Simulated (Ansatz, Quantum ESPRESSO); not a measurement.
# Ca2Si (Fm-3m): modes at Γ and the response to a field, part 3 of 3

Which modes does Ca2Si (Fm-3m) have at the zone centre?

Quantum ESPRESSO 7.5; DFT LDA, scalar-relativistic, plane waves, JTH PAW pseudopotentials.

So far, highest optical zone-centre mode (no LO-TO term) (cm⁻¹): step 6 (modes with the sum rule) 229; step 7 (ASR crystal) 229. The relaxed cell has a = 7.001 Å (conventional setting).

### 9. Modes along a direction of q (1 0 0)

A longitudinal polar mode sets up a macroscopic field that stiffens it; the term hangs on the direction from which q goes to zero.

Contents of dynmat.in:

```
&input
   fildyn = 'g.dyn'
   asr = 'simple'
   fileig = 'dynmat.eig'
   q(1) = 1.0
   q(2) = 0.0
   q(3) = 0.0
/
```

The run is started by

```console
dynmat.x -in dynmat.in > dynmat.out
```

Output:

```text
[banner, memory and clock lines left out]
Program DYNMAT v.7.5

     Reading Dynamical Matrix from file g.dyn
     ...Force constants read
     ...epsilon and Z* read

     Polarizability (A^3 units)
     multiply by 0.173814 for Clausius-Mossotti correction
        97.329553   -0.000000    0.000000
        -0.000000   97.329553    0.000000
         0.000000    0.000000   97.329553

     IR activities are in (D/A)^2/amu units

# mode   [cm-1]    [THz]      IR
    1     -0.00   -0.0000    0.0000
    2      0.00    0.0000    0.0000
    3      0.00    0.0000    0.0000
    4    195.48    5.8604    0.0000
    5    195.48    5.8604    0.0000
    6    195.48    5.8604    0.0000
    7    228.69    6.8560   17.3588
    8    228.69    6.8560   17.3588
    9    283.88    8.5105   17.3588

[end of the log left out, with the tail of the file of modes that dynmat.x writes under the same name]
```

Wall time 0.45 s (1 thread of Arm Neoverse V1, shared host).

Numbers from this step:

* highest mode moved by the LO-TO term: 283.9 cm⁻¹

Zone-centre frequencies as printed; negative means imaginary. Modes:

| mode | frequency (cm⁻¹) |
| --- | --- |
| 1 | 0 |
| 2 | 0 |
| 3 | 0 |
| 4 | 195.5 |
| 5 | 195.5 |
| 6 | 195.5 |
| 7 | 228.7 |
| 8 | 228.7 |
| 9 | 283.9 |

The field moves one mode, from 229 to 284 cm⁻¹; the others stay.

### 10. The same in Ansatz

The same cell goes through another code, with its own cutoff. The potentials differ. Its k mesh is centred on Γ.

This step: DFT LDA, scalar-relativistic, plane waves, PseudoDojo norm-conserving pseudopotentials (Ansatz 0.2.0).

Contents of input.yaml:

```yaml
crystal:
  lattice:
    - [-3.5002869678, 0.0, 3.5002869678]
    - [0.0, 3.5002869678, 3.5002869678]
    - [-3.5002869678, 3.5002869678, 0.0]
  atoms:
    - { symbol: Ca, position: [0.25, 0.25, 0.25] }
    - { symbol: Ca, position: [0.75, 0.75, 0.75] }
    - { symbol: Si, position: [0.0, 0.0, 0.0] }
kpoints:
  mp_grid: { grid: [8, 8, 8] }
hamiltonian:
  xc: lda
  pseudopotentials: { kind: nc, accuracy: standard }
scf:
  occupations: { method: fixed }
output:
  eigenvalues: true
phonons:
  method: dfpt
  dielectric: true
  rigid_motions: translations
```

The run is started by

```console
ansatz run input.yaml --threads 4 --pin off --max-ram 8192MiB --backend cpu --events-out ev --progress --plain --runs-dir out
```

Output:

```text
Engine: ansatz 0.2.0, aarch64-unknown-linux-gnu
Pseudopotentials: kind: nc
Pseudopotential: Ca, nc, valence charge 10, recommended cutoff 979.609905 eV (normal), Ca.nc.azcp (PseudoDojo's, or run here from an input of PseudoDojo's; its table is named by hamiltonian.pseudopotentials.accuracy)
Pseudopotential: Si, nc, valence charge 4, recommended cutoff 435.38218 eV (normal), Si.nc.azcp (PseudoDojo's, or run here from an input of PseudoDojo's; its table is named by hamiltonian.pseudopotentials.accuracy)
Functional definition: SPW92
  exchange = slater_x
  correlation = pw_c
Crystal: 3 atoms, lattice volume = 85.771 Å³
Basis set: ecut = 979.609905 eV, 5961 PW (Γ), exchange–correlation on 108×108×108 points (8 copies of the dense FFT grid, shifted against one another)
Bands: 16, of which v1, the nominal top of the filled ones, is band 12 counted from 1 (11 counted from 0)
Symmetry: 48 space group operations
k-points: 95 of 512 (irreducible under 4 space group operations, time reversal used)
Non-local potential: Ca, projectors of the file, l = 0: 2, l = 1: 2, l = 2: 2
Non-local potential: Si, projectors of the file, l = 0: 2, l = 1: 2, l = 2: 2
Initial density: superposition of atomic densities (chi_scale 0.1, normalization cell, long waves kept (reshape's long-wave potential 0.00 eV rms))
Initial wavefunctions: pseudopotential atomic-orbital guess
Functional: x = slater, c = lda
SCF iter   1: F=—  HF=-2222.586317 eV  |F-HF|=—  |Δ(HF+E_count)|=         —  Δρ=2.62e-2  dr2=1.28e0  ethr=3.10e-3  ⟨swp⟩=7.3  Hψ=9322  notcnv=0  defer=157
preconditioner: auto → none  [insulator: Δε(μ)=0.990 eV  Ē_g=4.815 eV  n_scr=14 (ndim 8)  ℏωp=11.3 eV  f_vac=0.000  ε∞_Penn≈6.5]
SCF iter   2: F=—  HF=-2222.242051 eV  |F-HF|=—  |Δ(HF+E_count)|=   3.44e-1  Δρ=1.14e-2  dr2=1.25e-1  ethr=3.10e-3  ⟨swp⟩=2.8  Hψ=2868  notcnv=0  defer=162
SCF iter   3: F=—  HF=-2222.212372 eV  |F-HF|=—  |Δ(HF+E_count)|=   2.97e-2  Δρ=4.88e-3  dr2=2.40e-2  ethr=5.21e-4  ⟨swp⟩=3.1  Hψ=2306  notcnv=0  defer=180
SCF iter   4: F=—  HF=-2222.209067 eV  |F-HF|=—  |Δ(HF+E_count)|=   3.30e-3  Δρ=7.71e-4  dr2=3.67e-4  ethr=9.99e-5  ⟨swp⟩=2.0  Hψ=1995  notcnv=0  defer=184
SCF iter   5: F=—  HF=-2222.209119 eV  |F-HF|=—  |Δ(HF+E_count)|=   5.14e-5  Δρ=1.28e-4  dr2=9.05e-6  ethr=1.53e-6  ⟨swp⟩=2.4  Hψ=2093  notcnv=0  defer=186
SCF iter   6: F=—  HF=-2222.209120 eV  |F-HF|=—  |Δ(HF+E_count)|=   1.31e-6  Δρ=1.83e-5  dr2=2.80e-7  ethr=3.77e-8  ⟨swp⟩=3.0  Hψ=2784  notcnv=0  defer=177
SCF iter   7: F=—  HF=-2222.209074 eV  |F-HF|=—  |Δ(HF+E_count)|=   4.63e-5  Δρ=3.44e-6  dr2=1.43e-8  ethr=1.16e-9  ⟨swp⟩=2.1  Hψ=2661  notcnv=0  defer=169
SCF iter   8: F=-2222.209074 eV  HF=-2222.209074 eV  |F-HF|=3.05e-11  |Δ(HF+E_count)|=   4.35e-9  Δρ=5.35e-7  dr2=7.33e-11  ethr=1.00e-12  ⟨swp⟩=19.6  Hψ=20827  notcnv=0
SCF 1 converged in 8 iterations: F = -2222.209074 eV  dr2 = 7.33e-11
DFPT response loops at Γ: preconditioner auto → Resta (q_TF=auto, 2.206 Å⁻¹)  ε∞=12.2 (no band partly filled); β = 1.00, the filter's whole step (`scf.mixing.beta` (0.50) is not read by the response loops at its default; to damp them type it under 1.00, their step now; it binds the ground state too); Broyden in place of MSR1
── the response to a field inside a basis, on 10×10×10 k-points: an SCF that follows is theirs, and a resumed run solves both again ──
Bands: 13, of which v1, the nominal top of the filled ones, is band 12 counted from 1 (11 counted from 0)
k-points: 110 of 1000 (irreducible under 12 space group operations)
Initial density: handed on by an earlier stage of this run
Initial wavefunctions: pseudopotential atomic-orbital guess (no wavefunctions were taken with the density)
Eigensolver: Dense (110 Hₖ)
SCF iter   1: F=—  HF=-2222.206078 eV  |F-HF|=—  |Δ(HF+E_count)|=         —  Δρ=5.52e-5  dr2=3.01e-6  ethr=1.00e-1
preconditioner: auto → none  [insulator: Δε(μ)=0.460 eV  Ē_g=3.486 eV  n_scr=14 (ndim 8)  ℏωp=11.3 eV  f_vac=0.000  ε∞_Penn≈11.6]
SCF iter   2: F=—  HF=-2222.206078 eV  |F-HF|=—  |Δ(HF+E_count)|=   4.67e-7  Δρ=2.58e-5  dr2=3.63e-7  ethr=1.26e-8
SCF iter   3: F=-2222.206078 eV  HF=-2222.206078 eV  |F-HF|=1.84e-8  |Δ(HF+E_count)|=   4.67e-8  Δρ=1.48e-5  dr2=4.76e-8  ethr=1.51e-9
SCF 1 converged in 3 iterations: F = -2222.206078 eV  dr2 = 4.76e-8
DFPT response loops at Γ: preconditioner auto → Resta (q_TF=auto, 2.206 Å⁻¹)  ε∞=11.4 (no band partly filled); β = 1.00, the filter's whole step (`scf.mixing.beta` (0.50) is not read by the response loops at its default; to damp them type it under 1.00, their step now; it binds the ground state too); Broyden in place of MSR1
WARN: field response: ε∞ stands inside a basis, on 10×10×10 points; the force constants stand on the 8×8×8 k-mesh, whose period is 10.72 times the interband length at k = (0.0000, -0.5000, -0.5000), direct gap 0.402 eV, under 14: take them and everything formed from them as unconverged, and compare with a denser kpoints.mp_grid
SCF converged after 8 iterations
Free energy (F): -2222.209074 eV
Harris-Foulkes:  -2222.209074 eV  (|F-HF|=3.05e-11)
Internal energy: -2222.209074 eV  (E = F + TS)
E sigma→0 (E₀):  -2222.209074 eV
Fermi energy:    5.541262 eV
--- Per-component energies (eV) ---
  E_band       = -300.379770
  E_kinetic    = 764.851424
  E_local      = -1894.024386  (includes V_loc(G=0)·N_el)
  E_nonlocal   = 188.864380
  E_hartree    = 530.369952
  E_xc         = -437.642271
  E_vxc        = -420.811272  (∫ρ·V_xc dr)
  E_ewald      = -1374.628174
  E_smearing   = -0.000000  (= −TS)
  E_closure    = -0.000000  (closes the sum)
  Σ components = -2222.209074   (vs F -2222.209074, Δ=0.00e0)
--- Band table (eV; the first three rows and the last of 95) ---
  k-point 0: bands = [... 8 lower, -1.1782, 5.0140, 5.0140, 5.0140, 7.2449, 7.2449, 7.4267, 10.5293]
  k-point 1: bands = [... 8 lower, -1.0808, 4.6799, 5.0681, 5.0681, 7.2984, 7.2984, 7.9631, 9.9959]
  k-point 2: bands = [... 8 lower, -0.8273, 4.1236, 5.2028, 5.2028, 7.4660, 7.4660, 8.6755, 9.5713]
  k-point 94: bands = [... 8 lower, -0.1756, 3.4719, 5.5413, 5.5413, 5.9434, 7.1412, 8.0562, 9.5403]
--- Phonons (Γ-DFPT): 2 representative perturbations + reference, on 95 of 512 k-points (Σ response iterations 6) ---
  k mesh reduced under 4 symmetry operations, with k and −k counted as one. Each operation leaves every solved perturbation unchanged. A smaller set is not considered because the run solves the response to a homogeneous field
  ASR residual: 8.463e-4 → 0.000e0 eV/Å²; symmetrization residual: 1.574e-6 eV/Å²
  ASR residual per site (eV/Å²): 8.46e-4 8.46e-4 5.76e-8
  Γ frequencies (cm⁻¹): 0.00 0.00 0.00 195.27 195.27 195.27 228.17 228.17 228.17
  ε∞ (high-frequency dielectric tensor):
       13.708231     0.000000    -0.000000
        0.000000    13.708231    -0.000000
       -0.000000    -0.000000    13.708231
  ε⁰ (static dielectric tensor: ions relaxed, cell fixed):
       21.596715     0.000000     0.000000
        0.000000    21.596715    -0.000000
        0.000000    -0.000000    21.596715
  ε⁰ − ε∞ (ionic part):
        7.888483     0.000000     0.000000
        0.000000     7.888483    -0.000000
        0.000000    -0.000000     7.888483
  softest optical mode at Γ: 195.27 cm⁻¹; the repairs (sum rule, projections) moved no ω² at Γ by more than (2.42 cm⁻¹)²
  Born effective charges Z* (e; rows j = field, columns β = displacement):
    site 0:
         1.92927   -0.00000   -0.00000
        -0.00000    1.92927    0.00000
         0.00000    0.00000    1.92927
    site 1:
         1.92927    0.00000    0.00000
         0.00000    1.92927    0.00000
         0.00000   -0.00000    1.92927
    site 2:
        -3.85854    0.00000    0.00000
        -0.00000   -3.85854   -0.00000
        -0.00000    0.00000   -3.85854
  Z* charge neutrality: 2.106e-4 e pre-enforcement
  solved inside a basis spanned on kpoints, on 10×10×10 k-points, its susceptibility summed on 12×12×12: ε∞ is read to err by 4.8e-2, Z* by 1.8e-2 e (field_mesh: kpoints solves on kpoints); Z* is corrected for what the basis lacks
  optical modes at Γ without the LO–TO term, one row a degenerate level:
      ω (cm⁻¹)  modes    IR ((D/Å)²/amu)
        195.27      3             0.0000
        228.17      3            49.5463
  optical modes at Γ + LO–TO along q̂ = [1.0000, 0.0000, 0.0000]:
      ω (cm⁻¹)  modes    IR ((D/Å)²/amu)
        195.27      3             0.0000
        228.17      2            33.0309
        286.39      1            16.5154
  optical modes at Γ + LO–TO along q̂ = [0.0000, 1.0000, 0.0000]:
      ω (cm⁻¹)  modes    IR ((D/Å)²/amu)
        195.27      3             0.0000
        228.17      2            33.0309
        286.39      1            16.5154
  optical modes at Γ + LO–TO along q̂ = [0.0000, 0.0000, 1.0000]:
      ω (cm⁻¹)  modes    IR ((D/Å)²/amu)
        195.27      3             0.0000
        228.17      2            33.0309
        286.39      1            16.5154
```

The job ended after 76 s (4 threads; peak memory 2 GiB).

Read from the output:

```
gap on the k-mesh                                : 0.4022 eV
sum-rule residual before enforcement             : 8.46e-4 eV/Å²
miss of the charge sum rule                      : 2.11e-4 e
estimated error of the dielectric tensor         : 0.04844
estimated error of the Born charges              : 0.01823 e
highest optical zone-centre mode (no LO-TO term) : 228.2 cm⁻¹
lowest optical zone-centre mode                  : 195.3 cm⁻¹
mean high-frequency dielectric constant          : 13.71
largest Born charge in size (third of the trace) : 3.858 e
mean static dielectric constant                  : 21.60
highest mode moved by the LO-TO term             : 286.4 cm⁻¹
```

Transverse modes. Infrared lines, with heights relative to the strongest:

| position (cm⁻¹) | label | IR intensity ((D/Å)²/amu), degenerate modes summed, relative |
| --- | --- | --- |
| 195 | T2g | 0.0 |
| 228 | T1u | 100 |

The log warns that the force constants on this k mesh are to be taken as unconverged.

### 11. The two compared: QE JTH and Ansatz, PseudoDojo

Numbers from this step:

- root-mean-square difference: 0.4 cm⁻¹
- largest difference: 0.52 cm⁻¹

Frequencies side by side, by row:

| q (reciprocal lattice) | mode | QE JTH (cm⁻¹) | Ansatz, PseudoDojo (cm⁻¹) |
| --- | --- | --- | --- |
| 0 0 0 | 1 | 0 | 0 |
| 0 0 0 | 2 | 0 | 0 |
| 0 0 0 | 3 | 0 | 0 |
| 0 0 0 | 4 | 195.5 | 195.3 |
| 0 0 0 | 5 | 195.5 | 195.3 |
| 0 0 0 | 6 | 195.5 | 195.3 |
| 0 0 0 | 7 | 228.7 | 228.2 |
| 0 0 0 | 8 | 228.7 | 228.2 |
| 0 0 0 | 9 | 228.7 | 228.2 |

The two runs side by side. Further quantities:

| quantity | QE JTH | Ansatz, PseudoDojo |
| --- | --- | --- |
| mean ε∞ | 15.26 | 13.71 |
| largest Born charge in size (e; the first before, the second after the charge sum rule) | 3.963 | 3.858 |
| summed IR intensity ((D/Å)²/amu) | 52.08 | 49.55 |

At the zone centre the largest difference (acoustic modes at Γ apart) is 0.2 % of the highest mode; ε∞ differs by 11 %.

### 12. Outcome

```
space group after relaxation                                                            : Fm-3m
volume per atom                                                                         : 28.6 Å³
gap on the k-mesh                                                                       : 0.402 eV
highest optical zone-centre mode (no LO-TO term)                                        : 228.7 cm⁻¹
lowest optical zone-centre mode                                                         : 195.5 cm⁻¹
highest mode moved by the LO-TO term (probably not converged in the k mesh)             : 283.9 cm⁻¹
mean high-frequency dielectric constant (probably not converged in the k mesh)          : 15.3
largest Born charge in size (third of the trace) (probably not converged in the k mesh) : 3.96 e
mean static dielectric constant (probably not converged in the k mesh)                  : 23.5
imaginary optical modes at the zone centre (no q mesh in this session)                  : none
largest difference from Ansatz, PseudoDojo                                              : 0.52 cm⁻¹
```

In words: At the LDA level the optical modes of Ca2Si (Fm-3m) at the zone centre (no LO-TO term) run from 195 to 229 cm⁻¹. Along the directions run, the highest mode that the macroscopic field moves lies at 284 cm⁻¹. Lattice motion raises the mean dielectric constant from 15.26 to 23.51. ε∞, the Born charges and what follows from them are probably not converged in the k mesh. Of the 6 optical modes, 3 are Raman active alone and 3 are infrared active alone; inversion symmetry keeps the two sets apart. QE JTH and Ansatz, PseudoDojo agree to 0.52 cm⁻¹ (0.2 % of the highest mode compared) on all solved modes but the acoustic ones at Γ, without the LO-TO term. The highest LO mode, which hangs on the field response, is 284 against 286 cm⁻¹. The mean ε∞ is 15.26 against 13.71: the first is summed on the ground state's k mesh, while Ansatz refines the mesh of its field response, and the potentials differ. These are harmonic frequencies at zero temperature: anharmonic shifts and linewidths and thermal expansion are left out. Ansatz's log warns that force constants on this k mesh are to be taken as unconverged, an error that the frequencies of both programs share. The structure comes from a database and need not be the phase that is stable at ambient conditions.

[Host names and launcher messages were left out of these logs when they were recorded.]

[Logs are printed without paths, hosts, clocks, repeated set-up lines and the standing remarks that a program may print on its own settings, such as how far it seeks lower states.]

[Hosts, paths, dates, database ids (printed as entryN), source tags and the programs' standing remarks are cut or masked in the printed files.]
